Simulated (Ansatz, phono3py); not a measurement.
# Scattering channels in KCl (Sylvite, Fm-3m), one at a time, part 3 of 5

Wanted: the sensitivity of κ of KCl (Sylvite) to the choices of the transport step.

What experiment has found for this phase:
- thermal conductivity 7.1 W/m/K near room temperature (given in “Combining the AFLOW GIBBS and Elastic Libraries to efficiently and robustly screen thermo-mechanical properties of solids”, 2017, arXiv:1611.05714)
- thermal conductivity 7.1 W/m/K near room temperature (given in “Predicting the lattice thermal conductivity of solids by solving the Boltzmann transport equation: AFLOW - AAPL an automated, accurate and efficient framework”, 2017, arXiv:1611.05481)

phono3py 4.10.0; DFT LDA, scalar-relativistic, plane waves, PAW; PAW set soft_1; phono3py on Ansatz's force constants.

So far, κ at 300 K (W/m/K): step 2 (relaxation-time solution) 10.3; step 9 (q-mesh of the transport sums 21×21×21) 10.3; step 10 (q-mesh of the transport sums 27×27×27) 10.4; step 12 (boundary mean free path 1 micrometre) 9.97; step 13 (boundary mean free path 10 micrometre) 10.2.

**14. Direct solution of the linearised equation, third order supercell 3×3×3, supercell 6×6×6**

Solving the linearised equation directly keeps the heat that normal processes pass on between modes; it is dearer, so the mesh may be smaller.

Contents of phono3py.yaml:

```yaml
phono3py:
  version: "4.10.0"
  frequency_unit_conversion_factor: 15.633302
  symmetry_tolerance: 1.00000e-05

physical_unit:
  atomic_mass: "AMU"
  length: "angstrom"

space_group:
  type: "Fm-3m"
  number: 225
  Hall_symbol: "-F 4 2 3"

primitive_matrix:
- [  1.000000000000000,  0.000000000000000,  0.000000000000000 ]
- [  0.000000000000000,  1.000000000000000,  0.000000000000000 ]
- [  0.000000000000000,  0.000000000000000,  1.000000000000000 ]

supercell_matrix:
- [   3,   0,   0 ]
- [   0,   3,   0 ]
- [   0,   0,   3 ]

# [primitive_cell block left out]
unit_cell:
  lattice:
  - [     0.000000000000000,     3.038637075500000,     3.038637075500000 ] # a
  - [     3.038637075500000,     0.000000000000000,     3.038637075500000 ] # b
  - [     3.038637075500000,     3.038637075500000,     0.000000000000000 ] # c
  points:
  - symbol: K # 1
    coordinates: [  0.000000000000000,  0.000000000000000,  0.000000000000000 ]
    mass: 39.098300
    reduced_to: 1
  - symbol: Cl # 2
    coordinates: [  0.500000000000000,  0.500000000000000,  0.500000000000000 ]
    mass: 35.450000
    reduced_to: 2

# [supercell block left out]
phonon_supercell_matrix:
- [   6,   0,   0 ]
- [   0,   6,   0 ]
- [   0,   0,   6 ]

# [phonon_primitive_cell block left out]
# [phonon_supercell block left out]
nac:
  born_effective_charge:
  - # 1 (K)
    - [  1.109091043469948,  0.000000000000000,  0.000000000000000 ]
    - [  0.000000000000000,  1.109091043469948,  0.000000000000000 ]
    - [  0.000000000000000,  0.000000000000000,  1.109091043469948 ]
  - # 2 (Cl)
    - [ -1.109091043469948,  0.000000000000000,  0.000000000000000 ]
    - [  0.000000000000000, -1.109091043469948,  0.000000000000000 ]
    - [  0.000000000000000,  0.000000000000000, -1.109091043469948 ]
  dielectric_constant:
    - [  2.507462385729138,  0.000000000000000,  0.000000000000000 ]
    - [  0.000000000000000,  2.507462385729138,  0.000000000000000 ]
    - [  0.000000000000000,  0.000000000000000,  2.507462385729138 ]
  unit_conversion_factor: 14.399645
```

Started as:

```sh
phono3py phono3py.yaml --mesh 17 17 17 --lbte --isotope --ts 100 300 600
```

The log of the run:

```text
[banner, memory and clock lines left out]
Rust backend (phonors) using rayon (8 threads).
Running in phono3py.load mode.
Spglib version 2.8.0
----------------------------- General settings -----------------------------
Run mode: conductivity-LBTE
HDF5 data compression filter: gzip
Crystal structure was read from "phono3py.yaml".
Supercell (dim): [3 3 3]
Phonon supercell (dim-fc2): [6 6 6]
Primitive matrix:
  [1. 0. 0.]
  [0. 1. 0.]
  [0. 0. 1.]
Spacegroup: Fm-3m (225)
Use -v option to watch primitive cell, unit cell, and supercell structures.
NAC parameters were read from "phono3py.yaml".
fc3 was read from "fc3.hdf5".
fc2 was read from "fc2.hdf5".
----------------------------- Force constants ------------------------------
Max drift of fc3: 0.00000000 (zzz) 0.00000000 (zzz) 0.00000000 (zzz)
Max drift of fc2: -0.00000000 (yy) -0.00000000 (yy)
--------------------------- Calculation settings ---------------------------
Non-analytical term correction (NAC): True
NAC unit conversion factor:  14.39964
BZ integration: Tetrahedron-method
Temperatures: 100.0  300.0  600.0
Cutoff frequency: 0.01
Mesh sampling: [ 17 17 17 ]
Generating grid system ... [ 17 17 17 ]
fc3-r2q-transformation over three atoms: True
--------------------------- Phonon calculations ----------------------------
  PRB 50, 13035(R) (1994), PRB 55, 10355 (1997)
  G-cutoff distance: 1.08, Number of G-points: 307, Lambda: 0.18
Running harmonic phonon calculations...
------------------- Lattice thermal conductivity (LBTE) -------------------
Running heat capacity calculations...
Running velocity calculations...
Running isotope scattering calculations with tetrahedron method...
======================= Grid point 0 (1/165) =======================
q-point: ( 0.00  0.00  0.00)
Boundary mean free path (millimeter): 1000.000
Mass variance parameters: 1.64e-04 5.83e-04
Number of triplets: 165
Frequency     group velocity (x, y, z)     |gv|
   0.000   (   0.000    0.000    0.000)    0.000
   0.000   (   0.000    0.000    0.000)    0.000
   0.000   (   0.000    0.000    0.000)    0.000
   4.833   (   0.000    0.000    0.000)    0.000
   4.833   (   0.000    0.000    0.000)    0.000
   4.833   (   0.000    0.000    0.000)    0.000
======================= Grid point 1 (2/165) =======================
q-point: ( 0.06  0.00  0.00)
Boundary mean free path (millimeter): 1000.000
Mass variance parameters: 1.64e-04 5.83e-04
Number of triplets: 489
Frequency     group velocity (x, y, z)     |gv|
   0.498   ( -17.073   17.073   17.073)   29.572
   0.498   ( -17.073   17.073   17.073)   29.572
   0.646   ( -22.174   22.174   22.174)   38.406
   4.817   (   1.114   -1.114   -1.114)    1.929
   4.817   (   1.114   -1.114   -1.114)    1.929
   6.620   (   1.682   -1.682   -1.682)    2.913
[162 grid points left out]
======================= Grid point 1322 (165/165) =======================
q-point: ( 0.71  0.47  0.24)
Boundary mean free path (millimeter): 1000.000
Mass variance parameters: 1.64e-04 5.83e-04
Number of triplets: 1305
Frequency     group velocity (x, y, z)     |gv|
   2.496   (  -0.000   13.524    1.581)   13.616
   2.664   (   0.000  -12.617   -6.863)   14.362
   3.788   (  -0.000   25.489    0.410)   25.492
   4.108   (   0.000  -21.893   -2.359)   22.020
   5.039   (   0.000    1.521    0.258)    1.543
   5.040   (  -0.000   -1.361    2.927)    3.228
=================== End of collection of collisions ===================
- Collision matrix shape (1, 3, 165, 6, 3, 165, 6, 3)
- Averaging collision matrix elements by phonon degeneracy [0.052s]
- Making collision matrix symmetric (Rust) [0.006s]
Diagonalize by scipy.linalg.lapack.dsyev sum=3.9e+01 d=-7.1e-15 [28.827s]
Pinv by ignoring 842/2970 dims under abs(eig)<1.0e-08 (np.dot) [0.007s]
----------- Thermal conductivity (W/m-k) with tetrahedron method -----------
#  T(K)        xx         yy         zz         yz         xz         xy
  100.0      37.573     37.573     37.573     -0.000     -0.000      0.000
  (RTA)      29.342     29.342     29.342     -0.000     -0.000      0.000
Diagonalize by scipy.linalg.lapack.dsyev sum=7.8e+01 d=0.0e+00 [30.573s]
Pinv by ignoring 842/2970 dims under abs(eig)<1.0e-08 (np.dot) [0.008s]
#  T(K)        xx         yy         zz         yz         xz         xy
  300.0      13.962     13.962     13.962     -0.000     -0.000      0.000
  (RTA)      10.263     10.263     10.263     -0.000     -0.000      0.000
Diagonalize by scipy.linalg.lapack.dsyev sum=1.4e+02 d=-5.7e-14 [30.489s]
Pinv by ignoring 842/2970 dims under abs(eig)<1.0e-08 (np.dot) [0.008s]
#  T(K)        xx         yy         zz         yz         xz         xy
  600.0       7.235      7.235      7.235     -0.000     -0.000      0.000
  (RTA)       5.228      5.228      5.228     -0.000     -0.000      0.000
Thermal conductivity related properties were written into
"kappa-m171717.hdf5".
Eigenvalues of collision matrix were written into "coleigs-m171717.hdf5"
Summary of calculation was written in "phono3py.yaml".
```

Run time: 1.9 min. Hardware: 8 threads of Arm Neoverse V1, shared host; peak memory 0.35 GiB; 3.4 min of CPU time.

This step gave:

```
κ at 300 K            : 13.96 W/m/K
κ xx, yy, zz at 300 K : 13.96, 13.96, 13.96 W/m/K
```

W/m/K. Kappa, by row:

```csv
T (K),xx,yy,zz,yz,xz,xy,RTA mean
100,37.57,37.57,37.57,0,0,0,29.34
300,13.96,13.96,13.96,0,0,0,10.26
600,7.235,7.235,7.235,0,0,0,5.228
```

κ at 300 K goes from 10.3 in the base run to 14.0 W/(m K).

**15. Adding coherences, third order supercell 3×3×3, supercell 6×6×6**

Close branches can carry heat by tunnelling between them, which the particle picture leaves out.

phono3py.yaml is that of step 14.

Started as:

```sh
phono3py phono3py.yaml --mesh 17 17 17 --br --isotope --tt smm19 --ts 50 100 150 200 300 400 500 600 800
```

The log of the run:

```text
[banner, memory and clock lines left out]
Rust backend (phonors) using rayon (8 threads).
Running in phono3py.load mode.
Spglib version 2.8.0
----------------------------- General settings -----------------------------
Run mode: conductivity-RTA
HDF5 data compression filter: gzip
Crystal structure was read from "phono3py.yaml".
Supercell (dim): [3 3 3]
Phonon supercell (dim-fc2): [6 6 6]
Primitive matrix:
  [1. 0. 0.]
  [0. 1. 0.]
  [0. 0. 1.]
Spacegroup: Fm-3m (225)
Use -v option to watch primitive cell, unit cell, and supercell structures.
NAC parameters were read from "phono3py.yaml".
fc3 was read from "fc3.hdf5".
fc2 was read from "fc2.hdf5".
----------------------------- Force constants ------------------------------
Max drift of fc3: 0.00000000 (zzz) 0.00000000 (zzz) 0.00000000 (zzz)
Max drift of fc2: -0.00000000 (yy) -0.00000000 (yy)
--------------------------- Calculation settings ---------------------------
Non-analytical term correction (NAC): True
NAC unit conversion factor:  14.39964
BZ integration: Tetrahedron-method
Temperature:  50.0  100.0  150.0  200.0  300.0 ... 800.0
Cutoff frequency: 0.01
Mesh sampling: [ 17 17 17 ]
Generating grid system ... [ 17 17 17 ]
fc3-r2q-transformation over three atoms: True
Optional transport type: SMM19
--------------------------- Phonon calculations ----------------------------
  PRB 50, 13035(R) (1994), PRB 55, 10355 (1997)
  G-cutoff distance: 1.08, Number of G-points: 307, Lambda: 0.18
Running harmonic phonon calculations...
-------------------- Lattice thermal conductivity (RTA) --------------------
Running heat capacity calculations...
Running velocity calculations...
Running isotope scattering calculations with tetrahedron method...
======================= Grid point 0 (1/165) =======================
q-point: ( 0.00  0.00  0.00)
Boundary mean free path (millimeter): 1000.000
Mass variance parameters: 1.64e-04 5.83e-04
Number of triplets: 165
Frequency     group velocity (x, y, z)     |gv|
   0.000   (   0.000    0.000    0.000)    0.000
   0.000   (   0.000    0.000    0.000)    0.000
   0.000   (   0.000    0.000    0.000)    0.000
   4.833   (   0.000    0.000    0.000)    0.000
   4.833   (   0.000    0.000    0.000)    0.000
   4.833   (   0.000    0.000    0.000)    0.000
======================= Grid point 1 (2/165) =======================
q-point: ( 0.06  0.00  0.00)
Boundary mean free path (millimeter): 1000.000
Mass variance parameters: 1.64e-04 5.83e-04
Number of triplets: 489
Frequency     group velocity (x, y, z)     |gv|
   0.498   ( -17.073   17.073   17.073)   29.572
   0.498   ( -17.073   17.073   17.073)   29.572
   0.646   ( -22.174   22.174   22.174)   38.406
   4.817   (   1.114   -1.114   -1.114)    1.929
   4.817   (   1.114   -1.114   -1.114)    1.929
   6.620   (   1.682   -1.682   -1.682)    2.913
[162 grid points left out]
======================= Grid point 1322 (165/165) =======================
q-point: ( 0.71  0.47  0.24)
Boundary mean free path (millimeter): 1000.000
Mass variance parameters: 1.64e-04 5.83e-04
Number of triplets: 1305
Frequency     group velocity (x, y, z)     |gv|
   2.496   (  -0.000   13.524    1.581)   13.616
   2.664   (   0.000  -12.617   -6.863)   14.362
   3.788   (  -0.000   25.489    0.410)   25.492
   4.108   (   0.000  -21.893   -2.359)   22.020
   5.039   (   0.000    1.521    0.258)    1.543
   5.040   (  -0.000   -1.361    2.927)    3.228
=================== End of collection of collisions ===================
----------- Thermal conductivity (W/m-k) with tetrahedron method -----------
#          T(K)        xx         yy         zz         yz         xz         xy
K_intra    50.0      61.210     61.210     61.210     -0.000     -0.000      0.000
K_intra   100.0      29.342     29.342     29.342     -0.000     -0.000      0.000
K_intra   150.0      19.912     19.912     19.912     -0.000     -0.000      0.000
K_intra   200.0      15.143     15.143     15.143     -0.000     -0.000      0.000
K_intra   300.0      10.263     10.263     10.263     -0.000     -0.000      0.000
K_intra   400.0       7.767      7.767      7.767     -0.000     -0.000      0.000
K_intra   500.0       6.249      6.249      6.249     -0.000     -0.000      0.000
K_intra   600.0       5.228      5.228      5.228     -0.000     -0.000      0.000
K_intra   800.0       3.940      3.940      3.940     -0.000     -0.000      0.000

K_inter    50.0       0.179      0.179      0.179     -0.000     -0.000      0.000
K_inter   100.0       0.103      0.103      0.103     -0.000     -0.000      0.000
K_inter   150.0       0.104      0.104      0.104     -0.000     -0.000      0.000
K_inter   200.0       0.109      0.109      0.109     -0.000      0.000      0.000
K_inter   300.0       0.120      0.120      0.120     -0.000      0.000      0.000
K_inter   400.0       0.131      0.131      0.131     -0.000     -0.000      0.000
K_inter   500.0       0.141      0.141      0.141     -0.000     -0.000      0.000
K_inter   600.0       0.150      0.150      0.150     -0.000     -0.000      0.000
K_inter   800.0       0.164      0.164      0.164     -0.000     -0.000      0.000

K_TOT      50.0      61.390     61.390     61.390     -0.000     -0.000      0.000
K_TOT     100.0      29.444     29.444     29.444     -0.000     -0.000      0.000
K_TOT     150.0      20.016     20.016     20.016     -0.000     -0.000      0.000
K_TOT     200.0      15.252     15.252     15.252     -0.000     -0.000      0.000
K_TOT     300.0      10.383     10.383     10.383     -0.000     -0.000      0.000
K_TOT     400.0       7.898      7.898      7.898     -0.000     -0.000      0.000
K_TOT     500.0       6.390      6.390      6.390     -0.000     -0.000      0.000
K_TOT     600.0       5.377      5.377      5.377     -0.000     -0.000      0.000
K_TOT     800.0       4.105      4.105      4.105     -0.000     -0.000      0.000

Thermal conductivity related properties were written into
"kappa-m171717.hdf5".
Summary of calculation was written in "phono3py.yaml".
```

The job ended after 18 s (8 threads; peak memory 0.29 GiB; 1.8 min of CPU time).

This step gave:

- κ at 300 K: 10.38 W/m/K
- κ xx, yy, zz at 300 K: 10.38, 10.38, 10.38 W/m/K

W/m/K. Kappa, by row:

```csv
T (K),xx,yy,zz,yz,xz,xy,intra mean,inter mean
50,61.39,61.39,61.39,0,0,0,61.21,0.1794
100,29.44,29.44,29.44,0,0,0,29.34,0.1028
150,20.02,20.02,20.02,0,0,0,19.91,0.1036
200,15.25,15.25,15.25,0,0,0,15.14,0.1089
300,10.38,10.38,10.38,0,0,0,10.26,0.1202
400,7.898,7.898,7.898,0,0,0,7.767,0.131
500,6.39,6.39,6.39,0,0,0,6.249,0.1409
600,5.377,5.377,5.377,0,0,0,5.228,0.1498
800,4.105,4.105,4.105,0,0,0,3.94,0.1644
```

κ at 300 K goes from 10.3 in the base run to 10.4 W/(m K).

**16. Gaussian smearing, third order supercell 3×3×3, supercell 6×6×6**

A Gaussian replaces the tetrahedron method for energy conservation; its width must match the mesh.

phono3py.yaml is that of step 15.

Started as:

```sh
phono3py phono3py.yaml --mesh 17 17 17 --br --isotope --sigma 0.05 --ts 100 300 600
```

The log of the run:

```text
[banner, memory and clock lines left out]
Rust backend (phonors) using rayon (8 threads).
Running in phono3py.load mode.
Spglib version 2.8.0
----------------------------- General settings -----------------------------
Run mode: conductivity-RTA
HDF5 data compression filter: gzip
Crystal structure was read from "phono3py.yaml".
Supercell (dim): [3 3 3]
Phonon supercell (dim-fc2): [6 6 6]
Primitive matrix:
  [1. 0. 0.]
  [0. 1. 0.]
  [0. 0. 1.]
Spacegroup: Fm-3m (225)
Use -v option to watch primitive cell, unit cell, and supercell structures.
NAC parameters were read from "phono3py.yaml".
fc3 was read from "fc3.hdf5".
fc2 was read from "fc2.hdf5".
----------------------------- Force constants ------------------------------
Max drift of fc3: 0.00000000 (zzz) 0.00000000 (zzz) 0.00000000 (zzz)
Max drift of fc2: -0.00000000 (yy) -0.00000000 (yy)
--------------------------- Calculation settings ---------------------------
Non-analytical term correction (NAC): True
NAC unit conversion factor:  14.39964
BZ integration: Smearing=0.05
Temperature:  100.0  300.0  600.0
Cutoff frequency: 0.01
Mesh sampling: [ 17 17 17 ]
Generating grid system ... [ 17 17 17 ]
fc3-r2q-transformation over three atoms: True
--------------------------- Phonon calculations ----------------------------
  PRB 50, 13035(R) (1994), PRB 55, 10355 (1997)
  G-cutoff distance: 1.08, Number of G-points: 307, Lambda: 0.18
Running harmonic phonon calculations...
-------------------- Lattice thermal conductivity (RTA) --------------------
Running heat capacity calculations...
Running velocity calculations...
Running isotope scattering calculations sigma=0.05...
======================= Grid point 0 (1/165) =======================
q-point: ( 0.00  0.00  0.00)
Boundary mean free path (millimeter): 1000.000
Mass variance parameters: 1.64e-04 5.83e-04
Number of triplets: 165
Frequency     group velocity (x, y, z)     |gv|
   0.000   (   0.000    0.000    0.000)    0.000
   0.000   (   0.000    0.000    0.000)    0.000
   0.000   (   0.000    0.000    0.000)    0.000
   4.833   (   0.000    0.000    0.000)    0.000
   4.833   (   0.000    0.000    0.000)    0.000
   4.833   (   0.000    0.000    0.000)    0.000
======================= Grid point 1 (2/165) =======================
q-point: ( 0.06  0.00  0.00)
Boundary mean free path (millimeter): 1000.000
Mass variance parameters: 1.64e-04 5.83e-04
Number of triplets: 489
Frequency     group velocity (x, y, z)     |gv|
   0.498   ( -17.073   17.073   17.073)   29.572
   0.498   ( -17.073   17.073   17.073)   29.572
   0.646   ( -22.174   22.174   22.174)   38.406
   4.817   (   1.114   -1.114   -1.114)    1.929
   4.817   (   1.114   -1.114   -1.114)    1.929
   6.620   (   1.682   -1.682   -1.682)    2.913
[162 grid points left out]
======================= Grid point 1322 (165/165) =======================
q-point: ( 0.71  0.47  0.24)
Boundary mean free path (millimeter): 1000.000
Mass variance parameters: 1.64e-04 5.83e-04
Number of triplets: 1305
Frequency     group velocity (x, y, z)     |gv|
   2.496   (  -0.000   13.524    1.581)   13.616
   2.664   (   0.000  -12.617   -6.863)   14.362
   3.788   (  -0.000   25.489    0.410)   25.492
   4.108   (   0.000  -21.893   -2.359)   22.020
   5.039   (   0.000    1.521    0.258)    1.543
   5.040   (  -0.000   -1.361    2.927)    3.228
=================== End of collection of collisions ===================
----------- Thermal conductivity (W/m-k) for sigma=0.05 -----------
#  T(K)        xx         yy         zz         yz         xz         xy
  100.0      30.030     30.030     30.030     -0.000     -0.000      0.000
  300.0      10.618     10.618     10.618     -0.000     -0.000      0.000
  600.0       5.422      5.422      5.422     -0.000     -0.000      0.000

Thermal conductivity related properties and sigma 0.05
were written into "kappa-m171717-s0.05.hdf5".
Summary of calculation was written in "phono3py.yaml".
```

Run time: 16 s. Hardware: 8 threads; peak memory 0.29 GiB; 96 s of CPU time.

This step gave:

| Item | Value |
| --- | --- |
| κ at 300 K | 10.62 W/m/K |
| κ xx, yy, zz at 300 K | 10.62, 10.62, 10.62 W/m/K |

W/m/K. Kappa, by row:

```csv
T (K),xx,yy,zz,yz,xz,xy
100,30.03,30.03,30.03,0,0,0
300,10.62,10.62,10.62,0,0,0
600,5.422,5.422,5.422,0,0,0
```

With a width of 0.05 THz κ at 300 K is 10.6 W/(m K), +3.5 % from the tetrahedron value.

For the κ at 300 K, step 2 gave 10.3 W/m/K; this run, with delta function Gaussian and sigma 0.05 THz, gives 10.6 W/m/K (+4 %).

(Part 3 of 5 ends here.)

[Logs are printed without paths, hosts, clocks, repeated set-up lines and the standing remarks that a program may print on its own settings, such as how far it seeks lower states.]

[Hosts, paths, dates, database ids (printed as entryN), source tags and the programs' standing remarks are cut or masked in the printed files.]

[A step with changed settings may run another functional than the one named; its input shows which.]
